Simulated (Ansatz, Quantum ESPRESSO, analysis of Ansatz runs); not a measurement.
# Li5AuO4 (C2/m), nudged elastic band: V_O hop (2.8 Å) (q = +2), part 2 of 4

How high is the barrier when O changes place in Li5AuO4 (C2/m)? The case: V_O hop (2.8 Å), charge +2, in a cell of 80 host atoms with 1 O taken out.

Ansatz 0.2.0; plane-wave PAW DFT, PBEsol; nudged elastic band between two relaxed defect structures at fixed charge in a uniform background.

So far: Set-up; Relaxation of the start point, charge +2.

## Step 3: Relaxation of the end point, charge +2

Level of this step: plane-wave PAW DFT, PBEsol; relaxation of all atoms of a defect supercell at fixed charge in a uniform background (Ansatz).

The end point is relaxed in the same cell and settings, so that the two energies compare. Atoms more than 3.2 Å from the middle of the hop start where the first relaxation left them, the nearer ones on or close to their ideal places, with small random displacements.

The input, qp2.end/input.yaml:

```yaml
crystal:
  lattice:
    - [9.40268524, 0.0, -0.02548652]
    - [0.0, 9.40405317, 0.0]
    - [-2.07562506, 0.0, 9.16358709]
  atoms:
    - { symbol: Li, position: [-0.00248955, 0.79188685, 0.24665337] }
    - { symbol: Li, position: [0.249531, 0.2910345, 0.24719893] }
[... 16 atom lines left out ...]
    - { symbol: O, position: [0.12717234, 0.64460217, 0.37890572] }
[... 2 atom lines left out ...]
    - { symbol: Li, position: [0.25, 0.2924353, 0.75] }
[... 1 atom line left out ...]
    - { symbol: Li, position: [0.25, 0.78254642, 0.5] }
[... 1 atom line left out ...]
    - { symbol: Li, position: [0.25, 0.21745358, 0.5] }
[... 1 atom line left out ...]
    - { symbol: Li, position: [0.25, 0.7075647, 0.75] }
[... 1 atom line left out ...]
    - { symbol: Li, position: [0.25, 0.5, 0.5] }
[... 3 atom lines left out ...]
    - { symbol: O, position: [0.37722, 0.647956, 0.624672] }
[... 25 atom lines left out ...]
    - { symbol: Li, position: [0.5, 0.7924353, 0.75] }
[... 1 atom line left out ...]
    - { symbol: Li, position: [0.5, 0.28254642, 0.5] }
[... 1 atom line left out ...]
    - { symbol: Li, position: [0.5, 0.71745358, 0.5] }
[... 1 atom line left out ...]
    - { symbol: Li, position: [0.5, 0.2075647, 0.75] }
[... 3 atom lines left out ...]
    - { symbol: Au, position: [0.5, 0.5, 0.75] }
[... 8 atom lines left out ...]
    - { symbol: O, position: [0.86854674, 0.14836601, 0.87420454] }
total_charge: 2
basis:
  ecutwfc: 420
  xc_grid: 2
hamiltonian:
  xc: pbesol
kpoints:
  mp_grid: { grid: [1, 1, 1], shift: [0.25, 0.25, 0.25] }
scf:
  occupations: { method: fixed }
  max_iter: 120
output:
  forces: true
relax:
  f_tol: 0.02
  max_steps: 70
  random_displacement: { amplitude: 0.01, seed: 8319 }
```

The run is started by

```bash
$ ansatz run input.yaml --threads 4 --pin off --max-ram 15073MiB --backend cpu --events-out ev --progress --plain --runs-dir out
```

Output:

```text
[...]
Crystal: 79 atoms, lattice volume = 809.778 Å³
Basis set: ecut = 420 eV, 15817 PW (Γ), exchange–correlation on 128×128×128 points (8 copies of the dense FFT grid, shifted against one another)
Bands: 307, of which v1, the nominal top of the filled ones, is band 228 counted from 1 (227 counted from 0)
Symmetry: 1 space group operations
k-points: 1
[...]
SCF iter   1: F=—  HF=-129617.908138 eV  |F-HF|=—  |Δ(HF+E_count)|=         —  Δρ=2.21e-2  dr2=7.30e0  ethr=1.77e-3  ⟨swp⟩=5.0  Hψ=889  notcnv=0  defer=75
[...]
SCF iter  27: F=-129616.384105 eV  HF=-129616.384110 eV  |F-HF|=4.97e-6  |Δ(HF+E_count)|=   8.27e-7  Δρ=3.57e-5  dr2=8.28e-6  ethr=2.19e-9  ⟨swp⟩=2.0  Hψ=565  notcnv=0
SCF 1 converged in 27 iterations: F = -129616.384105 eV  dr2 = 8.28e-6
[...]
F+E_penalty+E_count = -129617.53812081 eV   max|allowed force component| = 1.554e-2 eV/Å
  atoms:
    - { symbol: Li, position: [-0.000498, 0.797888, 0.249818] }
    - { symbol: Li, position: [0.251494, 0.296988, 0.247955] }
    [... 19 atoms left out ...]
    - { symbol: Li, position: [0.239460, 0.288002, 0.759105] }
    [... 1 atom left out ...]
    - { symbol: Li, position: [0.246447, 0.789628, 0.496983] }
    [... 1 atom left out ...]
    - { symbol: Li, position: [0.224072, 0.187955, 0.472474] }
    [... 1 atom left out ...]
    - { symbol: Li, position: [0.246758, 0.706048, 0.748873] }
    [... 1 atom left out ...]
    - { symbol: Li, position: [0.231264, 0.515202, 0.484057] }
    [... 3 atoms left out ...]
    - { symbol: O, position: [0.370845, 0.629506, 0.620775] }
    [... 25 atoms left out ...]
    - { symbol: Li, position: [0.501284, 0.793110, 0.751611] }
    [... 1 atom left out ...]
    - { symbol: Li, position: [0.509463, 0.265856, 0.489775] }
    [... 1 atom left out ...]
    - { symbol: Li, position: [0.497018, 0.712716, 0.497509] }
    [... 5 atoms left out ...]
    - { symbol: Au, position: [0.501276, 0.497313, 0.753571] }
    [... 9 atoms left out ...]
[key lines of the parts left out:]
SCF converged after 9 iterations
Free energy (F): -129617.538121 eV
Fermi energy:    5.325134 eV
```

Run time: 89 s. Hardware: 4 threads of Arm Neoverse V2, shared host; peak memory 1.6 GiB; 5.6 min of CPU time.

Relaxation path:

```csv
step,energy less that of the first step (eV),largest force component (eV/Å)
1,0.0000,0.9861
2,-0.7733,0.7066
3,-1.0762,0.6528
4,-1.1442,0.1687
5,-1.1517,0.1027
6,-1.1514,0.0600
7,-1.1540,0.0155
```

Relaxation step 6 was tried and not accepted.

The atoms that moved most (Å, from the sites as typed, ahead of the random displacement):

```csv
atom,dx,dy,dz,length
Li26,-0.186,-0.279,-0.251,0.419
Li66,0.200,-0.208,0.222,0.364
Li30,-0.143,0.142,-0.145,0.248
Li62,0.111,-0.158,-0.093,0.215
O34,-0.051,-0.175,-0.035,0.186
Li22,-0.118,-0.043,0.084,0.151
O15,0.070,0.092,0.068,0.134
O19,-0.062,0.092,-0.061,0.126
```

Neighbours of O34 at the end:

```csv
atom,distance (Å)
Li30,1.943
Au70,1.980
Li28,1.989
Li64,1.994
Li24,2.093
Li60,2.170
O19,2.940
O78,2.997
```

This step gave:

* free energy: -129617.5381 eV
* r.m.s. move of the farther half of the atoms: 0.03531 Å
* largest move from the ideal geometry of this structure, a common shift of the far atoms taken out: 0.4270 Å

The relaxation gained 1.154 eV and ended with a largest force component of 0.016 eV/Å. The end lies 0.016 eV above the start.

(Part 2 of 4 ends here.)

[Long decimals in the printed logs are rounded to 6 places.]

[Repeated set-up lines and some long k-point lines are left out of the logs, and relaxed atomic positions are cut to six decimals.]

[Logs are printed without paths, hosts, clocks, repeated set-up lines and the standing remarks that a program may print on its own settings, such as how far it seeks lower states.]

[Hosts, paths, dates, database ids (printed as entryN), source tags and the programs' standing remarks are cut or masked in the printed files.]
